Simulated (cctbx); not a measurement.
**Symmetry from intensities**

Cell: a = 8.5380 Å, b = 8.5380 Å, c = 5.9920 Å, α = 90.00°, β = 90.00°, γ = 120.00°. Expected content of the cell: Pb6 Ta6 Nb4 C2.

The data are simulated with cctbx, not measured: Mo Kα, λ = 0.71073 Å, to d = 0.65 Å, 50 % of the full sphere, strongest reflection 40000 counts, noise from counting, a 2 % proportional error and a noise floor of 8 counts (s.d.); no absorption.

A first pass over the reflections prints:

```text
2887 reflections to d = 0.651 A
centring   violations  <I/sigma> of those
    A       1022 of  1463     16.3
    B       1032 of  1467     16.2
    C       1070 of  1436     18.0
    I       1047 of  1491     16.0
    R       1420 of  1914     17.6
    F       1562 of  2183     16.8
Laue class    unique    Rint  (classes that these axes allow; Friedel mates merged)
P -1             2139   0.018
P 1 1 2/m        1416   0.020
P -3              947   0.022
P -3 1 m          532   0.024
P -3 m 1          562   0.024
P 6/m             524   0.024
P 6/m m m         330   0.025
space group    extra absences  I>4sigma  <I/sigma>
P 6 2 2                 0          0         -  acentric
P 63 2 2                5          0      -0.4  acentric
P 6 m m                 0          0         -  acentric
P 63 c m              227          0       0.1  acentric
P -6 m 2                0          0         -  acentric
P -6 c 2              227          0       0.1  acentric
P -6 2 m                0          0         -  acentric
P 6/m m m               0          0         -  centric
P 63/m c m            227          0       0.1  centric
Wilson B = 1.37 A^2   <|E^2-1|> = 0.790 (0.968 centric, 0.736 acentric)   E^2>4: 1.6 %
shell (A)         n   <I/sigma>
 5.99 - 1.30     52     56.8
 1.30 - 1.03     44     57.9
 1.03 - 0.90     42     51.9
 0.90 - 0.82     40     46.9
 0.82 - 0.76     36     43.8
 0.76 - 0.72     41     42.8
 0.72 - 0.68     37     39.9
 0.68 - 0.65     38     29.8
```

Q: Read the symmetry from these tables.

Every centring test has many violations, so the lattice is primitive.

Rint stays low (0.018 to 0.025) up to P 6/m m m, the highest class in these axes.

9 settings pass the absence test. The most absences obeyed, 227, belong to P 63 c m, P -6 c 2 and P 63/m c m, which absences can't tell apart.

⟨|E²−1|⟩ = 0.790 leans to a non-centrosymmetric structure. Here that hint misleads: the statistic assumes many like atoms on general positions, and few, heavy or special-position atoms break it. The Wilson B of 1.37 Å² means U ≈ 0.0174 Å².

The true group is P6_3/mcm (no. 193), Laue class 6/mmm, centrosymmetric. The tables only narrow the choice to the tied entries; cell content, site symmetry and trial solutions must settle it.

The model was made for the exercise: a known structure type with other elements put in, its volume estimated, not relaxed; displacement parameters are assumed.

[Logs are printed without paths, hosts, clocks, repeated set-up lines and the standing remarks that a program may print on its own settings, such as how far it seeks lower states.]
